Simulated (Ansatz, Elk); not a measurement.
# How far do independent atoms describe FeB2PbC2?

The structure of FeB2PbC2 used here is made up (a known structure type with other elements) and was relaxed beforehand with PBE. The aim is the Fourier transform of its all-electron density, F(hkl), set beside the sum over free spherical atoms that refinements use.

Program: Elk 11.2.3 (patched build). Level of theory: DFT, PBE, all-electron APW+lo, Dirac cores, scalar-relativistic bands, static density, ferromagnetic start. Results are calculated unless marked as measured.

The structure was built from a prototype and need not be the compound's stable phase.

### Step 1. The starting structure

It takes space group P-6m2 (No. 187, hexagonal). The conventional cell has a = 2.875 Å, b = 2.875 Å, c = 9.247 Å, α = 90.00°, β = 90.00°, γ = 120.00°. Nearest to Pb lie 2 B at 2.75 Å and 6 Pb at 2.87 Å. Nearest to Fe lie 2 C at 1.97 Å and 6 B at 2.51 Å. Nearest to C lie 3 B at 1.66 Å and 1 Fe at 1.97 Å. B has 3 C at 1.66 Å and 3 Fe at 2.51 Å and 1 Pb at 2.75 Å nearest. Farther neighbours are not listed.

### Step 2. Ground state and structure factors

An all-electron density is needed, since X-rays see the cores too. Task 0 finds the density and task 195 Fourier-transforms it; tshift is off so that phases refer to the origin typed.

Contents of elk.in:

```
tasks
  0
  195
  196

xctype
  20

spinpol
  .true.

rgkmax
  7.0

gmaxvr
  14.0

lmaxo
  7

lmaxapw
  8

swidth
  0.002

tshift
  .false.

ramdisk
  .false.

hmaxvr
  5.5

maxscl
  120

epspot
  1e-06

reducebf
  0.8

sppath
  './'

avec
  5.43244841442 0.00000000000 -0.00000000000
  -2.71622420721 4.70463833164 0.00000000000
  -0.00000000000 0.00000000000 17.47398389729

atoms
  4
  'Pb.in'
  1
  0.6666666667 0.3333333333 0.5000000000   0.000000 0.000000 0.000000
  'Fe.in'
  1
  -0.0000000000 0.0000000000 -0.0000000000   0.000000 0.000000 -0.120000
  'C.in'
  2
  -0.0000000000 0.0000000000 0.2131539832   0.000000 0.000000 0.000000
  -0.0000000000 0.0000000000 0.7868460168   0.000000 0.000000 0.000000
  'B.in'
  2
  0.6666666667 0.3333333333 0.2029290069   0.000000 0.000000 0.000000
  0.6666666667 0.3333333333 0.7970709931   0.000000 0.000000 0.000000

ngridk
  8 8 2
```

Started as:

```
$ OMP_NUM_THREADS=4 elk
```

Numbers of over 12 decimals in the logs are rounded to 6 here.

Output:

```text
┌─────────────────────────┐
│ Elk code version 11.2.3 │
└─────────────────────────┘

All units are atomic (Hartree, Bohr, etc.)

┌─────────────────────────────────────────────────┐
│ Ground-state run starting from atomic densities │
└─────────────────────────────────────────────────┘

Lattice vectors :
   5.432448414       0.000000000      -0.000000000
  -2.716224207       4.704638332       0.000000000
  -0.000000000       0.000000000       17.47398390

Reciprocal lattice vectors :
   1.156602848      0.6677649656       0.000000000
  -0.000000000       1.335529931      -0.000000000
   0.000000000       0.000000000      0.3595737151

Unit cell volume      :    446.5949264
Brillouin zone volume :   0.5554255070

Muffin-tin inner radius fraction :   0.1000000000E-01

Nuclei treated as point charges

Species : 1 (Pb)
 parameters loaded from : Pb.in
 name : lead
 nuclear charge    :   -82.00000000
 electronic charge :    82.00000000
 atomic mass :    377702.4943
 muffin-tin radius :    2.691224207
 number of radial points in muffin-tin :   1393
 inner part over the whole radius :   0.9987932328E-02
 number on inner part of muffin-tin    :   1000
 approximate nuclear radius :   0.1047603524E-03
 number of mesh points to nuclear radius :    527
 atomic positions (lattice), magnetic fields (Cartesian) :
  1 :   0.66666667  0.33333333  0.50000000    0.00000000  0.00000000  0.00000000

Species : 2 (Fe)
 parameters loaded from : Fe.in
 name : iron
 nuclear charge    :   -26.00000000
 electronic charge :    26.00000000
 atomic mass :    101799.2075
 muffin-tin radius :    2.099799583
 number of radial points in muffin-tin :    993
 inner part over the whole radius :   0.9978036494E-02
 number on inner part of muffin-tin    :    698
 approximate nuclear radius :   0.7160107270E-04
 number of mesh points to nuclear radius :    334
 atomic positions (lattice), magnetic fields (Cartesian) :
  1 :   0.00000000  0.00000000  0.00000000    0.00000000  0.00000000 -0.12000000

Species : 3 (C)
 parameters loaded from : C.in
 name : carbon
 nuclear charge    :   -6.000000000
 electronic charge :    6.000000000
 atomic mass :    21894.16674
 muffin-tin radius :    1.442631493
 number of radial points in muffin-tin :    593
 inner part over the whole radius :   0.9885217398E-02
 number on inner part of muffin-tin    :    403
 approximate nuclear radius :   0.4747601631E-04
 number of mesh points to nuclear radius :    168
 atomic positions (lattice), magnetic fields (Cartesian) :
  1 :   0.00000000  0.00000000  0.21315398    0.00000000  0.00000000  0.00000000
  2 :   0.00000000  0.00000000  0.78684602    0.00000000  0.00000000  0.00000000

Species : 4 (B)
 parameters loaded from : B.in
 name : boron
 nuclear charge    :   -5.000000000
 electronic charge :    5.000000000
 atomic mass :    19707.24742
 muffin-tin radius :    1.648879069
 number of radial points in muffin-tin :    593
 inner part over the whole radius :   0.9991963711E-02
 number on inner part of muffin-tin    :    404
 approximate nuclear radius :   0.4534157419E-04
 number of mesh points to nuclear radius :    162
 atomic positions (lattice), magnetic fields (Cartesian) :
  1 :   0.66666667  0.33333333  0.20292901    0.00000000  0.00000000  0.00000000
  2 :   0.66666667  0.33333333  0.79707099    0.00000000  0.00000000  0.00000000

Total number of atoms per unit cell :    6
Total muffin-tin volume :    183.1371129
 ratio of muffin-tin to unit cell volume :   0.4100743247

Spin treatment :
 spin-polarised
 global magnetic field (Cartesian) :    0.000000000       0.000000000       0.000000000
 collinear magnetisation in z-direction

Number of Bravais lattice symmetries :   24
Number of crystal symmetries         :   12
Crystal has no inversion symmetry
Complex Hermitian eigensolver will be used

k-point grid :      8     8     2
k-point offset :    0.000000000       0.000000000       0.000000000
k-point set is reduced with full crystal symmetry group
Total number of k-points :       30

[...]
electron kinetic            :      25785.524834876
 core electron kinetic       :      25497.184092715
 Coulomb                     :     -47647.576448912
 Coulomb potential           :     -38913.732766798
 nuclear-nuclear             :     -1304.5834425408
 electron-nuclear            :     -53800.474153510
 Hartree                     :      7457.4811471390
 Madelung                    :     -28190.710065512
 xc potential                :     -607.71192660797
 xc effective B-field        :    -0.151777
 external B-field            :      0.000000
 exchange                    :     -458.17486060617
 correlation                 :     -7.045141
 electron entropic           :    -0.69025184767423E-03
 total energy                :     -22327.272305493
 (external B-field energy excluded from total)

Density of states at Fermi energy :    52.51689892
 (states/Hartree/unit cell)

Estimated indirect band gap :   0.6297575227E-03
 from k-point 2 to k-point 12
Estimated direct band gap   :   0.3337577355E-02
 at k-point 12

Charges :
 core                        :    86.00000000
 valence                     :    44.00000000
 interstitial                :    9.449165510
 muffin-tins (core leakage)
  species : 1 (Pb)
[...]
species : 2 (Fe)
[...]
species : 3 (C)
[...]
species : 4 (B)
[...]
total in muffin-tins        :    120.5508345
 total calculated charge     :    129.9958838
 total charge                :    130.0000000
 error                       :   0.4116161053E-02

Moments :
 interstitial                :   0.1004978831
 muffin-tins
  species : 1 (Pb)
[...]
species : 2 (Fe)
[...]
species : 3 (C)
[...]
species : 4 (B)
[...]
total in muffin-tins        :    2.805173854
 total moment                :    2.905671737

RMS change in Kohn-Sham potential (target) :   0.8699910034E-06 (  0.1000000000E-05)
Absolute change in total energy (target)   :   0.4077799531E-05 (  0.1000000000E-03)

Convergence targets achieved

┌──────────────────┐
│ Loop number : 27 │
└──────────────────┘

Energies :
 Fermi                       :     0.323717
 sum of occupied eigenvalues :     -13736.071648812
 electron kinetic            :      25785.524859298
 core electron kinetic       :      25497.184122977
 Coulomb                     :     -47647.576453150
 Coulomb potential           :     -38913.732795118
 nuclear-nuclear             :     -1304.5834425408
 electron-nuclear            :     -53800.474134793
 Hartree                     :      7457.4811241840
 Madelung                    :     -28190.710055591
 xc potential                :     -607.71193832994
 xc effective B-field        :    -0.151775
 external B-field            :      0.000000
 exchange                    :     -458.17485996317
 correlation                 :     -7.045141
 electron entropic           :    -0.69026146621359E-03
 total energy                :     -22327.272284828
 (external B-field energy excluded from total)

Density of states at Fermi energy :    52.51707996
 (states/Hartree/unit cell)

Estimated indirect band gap :   0.6300362082E-03
 from k-point 2 to k-point 12
Estimated direct band gap   :   0.3337541395E-02
 at k-point 12

Charges :
 core                        :    86.00000000
 valence                     :    44.00000000
 interstitial                :    9.449164584
 muffin-tins (core leakage)
  species : 1 (Pb)
[...]
species : 2 (Fe)
[...]
species : 3 (C)
[...]
atom 2                    :    4.259704963     (  0.8168663678E-04)
  species : 4 (B)
   atom 1                    :    3.666729778     (  0.1947539282E-03)
   atom 2                    :    3.666729778     (  0.1947539282E-03)
 total in muffin-tins        :    120.5508354
 total calculated charge     :    129.9958838
 total charge                :    130.0000000
 error                       :   0.4116161846E-02

Moments :
 interstitial                :   0.1004993908
 muffin-tins
  species : 1 (Pb)
[...]
species : 2 (Fe)
[...]
species : 3 (C)
[...]
atom 2                    :   0.5843215612E-01
  species : 4 (B)
   atom 1                    :   0.9613029068E-02
   atom 2                    :   0.9613029068E-02
 total in muffin-tins        :    2.805149883
 total moment                :    2.905649274

┌──────────────────────────────┐
│ Self-consistent loop stopped │
└──────────────────────────────┘

Warning : the lowest level lies among the core levels :   -2.933202602      -2.482133171

Warning : core states of species 1 leak from the muffin-tin :   0.2053528706E-02

Warning : core states of species 4 leak from the muffin-tin :   0.1947539282E-03

Wrote STATE.OUT
```

The job ended after 5.6 min (4 threads of Arm Neoverse V2, shared host; peak memory 0.47 GiB).

SFACRHO.OUT:

```text

h k l indices transformed by vhmat matrix:
   1.000000000       0.000000000       0.000000000    
   0.000000000       1.000000000       0.000000000    
   0.000000000       0.000000000       1.000000000    

      h      k      l  multipl.   |H|            Re(F)            Im(F)           |F|

      0      0      0      1   0.0000000       130.00000      0.51230248E-16   130.00000    
      0      0      1      2  0.35957372      -49.772679      0.40672732E-13   49.772679    
      0      0      2      2  0.71914743       84.364492     -0.72436199E-13   84.364492    
      0      0      3      2   1.0787211      -61.945733      0.17353699E-12   61.945733    
      0     -1      0      3   1.3355299      -9.9253713      -65.030801       65.783874    
      0      1      0      3   1.3355299      -9.9253713       65.030801       65.783874    
      1      0      1      6   1.3830884       55.008567       58.165874       80.057550    
     -1      0     -1      6   1.3830884       55.008567      -58.165874       80.057550    
      0      0     -4      2   1.4382949       94.172257      0.16927604E-12   94.172257    
      0      1     -2      6   1.5168432      -18.577928       54.470186       57.551200    
      1      0      2      6   1.5168432      -18.577928      -54.470186       57.551200    
      1      0      3      6   1.7167643       48.254897       59.249853       76.413874    
      1     -1     -3      6   1.7167643       48.254897      -59.249853       76.413874    
      0      0     -5      2   1.7978686      -36.574446     -0.13785151E-12   36.574446    
     -1      1     -4      6   1.9627359      -11.922342      -55.126294       56.400803    
      1     -1      4      6   1.9627359      -11.922342       55.126294       56.400803    
      0      0     -6      2   2.1574423       75.921053      0.25798133E-12   75.921053    
      1     -1      5      6   2.2396365       47.446000      -47.798978       67.348833
```

Elk indexes on the primitive cell of elk.in and gives |H| = 4π sin θ/λ in inverse bohr. Below, one row stands for each form hkl of the conventional cell (m members, Friedel mates merged), F is for one primitive cell and the density is static (no thermal factor). Free-atom factors are Waasmaier and Kirfel's, and R is Σm||F|−|F'||/Σm|F|. Elk warned that it couldn't find a linearisation energy, which lowers the accuracy of some states in this run and its variants.

```csv
hkl,m,sin θ/λ (Å⁻¹),"abs F, DFT",neutral atoms,diff.,abs of complex diff.
001,2,0.054,49.773,50.004,-0.231,0.231
002,2,0.108,84.365,84.915,-0.551,0.551
003,2,0.162,61.946,61.408,+0.538,0.538
100,6,0.201,65.784,65.634,+0.150,0.440
101,12,0.208,80.058,80.199,-0.141,0.170
004,2,0.216,94.172,93.638,+0.534,0.534
102,12,0.228,57.551,57.708,-0.157,0.441
103,12,0.258,76.414,76.547,-0.133,0.335
005,2,0.270,36.574,36.972,-0.398,0.398
104,12,0.295,56.401,56.323,+0.077,0.097
006,2,0.324,75.921,75.838,+0.083,0.083
105,12,0.337,67.349,67.462,-0.113,0.175
110,6,0.348,81.309,81.551,-0.241,0.241
111,12,0.352,40.868,40.791,+0.077,0.077
112,12,0.364,65.413,65.303,+0.110,0.110
007,2,0.379,49.164,48.887,+0.278,0.278
106,12,0.382,51.242,51.279,-0.037,0.038
113,12,0.384,46.806,46.823,-0.017,0.017
200,6,0.402,51.260,51.557,-0.296,0.433
201,12,0.405,62.147,62.108,+0.039,0.119
114,12,0.410,71.276,71.365,-0.089,0.089
202,12,0.416,47.083,46.871,+0.212,0.299
```

### Step 3. The magnetisation density

The same run holds the spin density, and task 196 transforms it. The order is that of the start, and no other was tried.

SFACMAG_1.OUT:

```text

h k l indices transformed by vhmat matrix:
   1.000000000       0.000000000       0.000000000    
   0.000000000       1.000000000       0.000000000    
   0.000000000       0.000000000       1.000000000    

      h      k      l  multipl.   |H|            Re(F)            Im(F)           |F|

      0      0      0      1   0.0000000       2.9056494     -0.12418525E-17   2.9056494    
      0      0      1      2  0.35957372       2.5257666      0.75277843E-16   2.5257666    
      0      0      2      2  0.71914743       2.2271057      0.21940276E-15   2.2271057    
      0      0      3      2   1.0787211       2.0687311      0.13665387E-15   2.0687311    
      0     -1      0      3   1.3355299       2.0349150      0.26238603E-01   2.0350842    
      0      1      0      3   1.3355299       2.0349150     -0.26238603E-01   2.0350842    
      1      0      1      6   1.3830884       1.8890999      0.58710737E-02   1.8891090    
     -1      0     -1      6   1.3830884       1.8890999     -0.58710737E-02   1.8891090    
      0      0     -4      2   1.4382949       1.9817278      0.26413444E-15   1.9817278    
      0      1     -2      6   1.5168432       1.6699991     -0.10129302E-01   1.6700298    
      1      0      2      6   1.5168432       1.6699991      0.10129302E-01   1.6700298    
      1      0      3      6   1.7167643       1.5492743      0.53665139E-03   1.5492744    
      1     -1     -3      6   1.7167643       1.5492743     -0.53665140E-03   1.5492744    
      0      0     -5      2   1.7978686       1.5527409      0.18857289E-15   1.5527409    
     -1      1     -4      6   1.9627359       1.3800746     -0.22216333E-01   1.3802535    
      1     -1      4      6   1.9627359       1.3800746      0.22216333E-01   1.3802535
```

The total moment is 2.91 μB a cell; sphere moments: Pb1 +0.04, Fe2 +2.63, C3 +0.06, C4 +0.06, B5 +0.01, B6 +0.01 μB. Polarised neutrons measure spin and orbital magnetisation together; without spin-orbit coupling the run gives the spin part:

```csv
hkl,sin θ/λ (Å⁻¹),abs F_M (μB)
001,0.054,2.526
002,0.108,2.227
003,0.162,2.069
100,0.201,2.035
101,0.208,1.889
004,0.216,1.982
102,0.228,1.670
103,0.258,1.549
005,0.270,1.553
104,0.295,1.380
006,0.324,1.033
105,0.337,1.109
110,0.348,0.961
111,0.352,0.948
```

(Part 1 of 2 ends here.)

[Logs are printed without paths, hosts, clocks, repeated set-up lines and the standing remarks that a program may print on its own settings, such as how far it seeks lower states.]

[Hosts, paths, dates, database ids (printed as entryN), source tags and the programs' standing remarks are cut or masked in the printed files.]
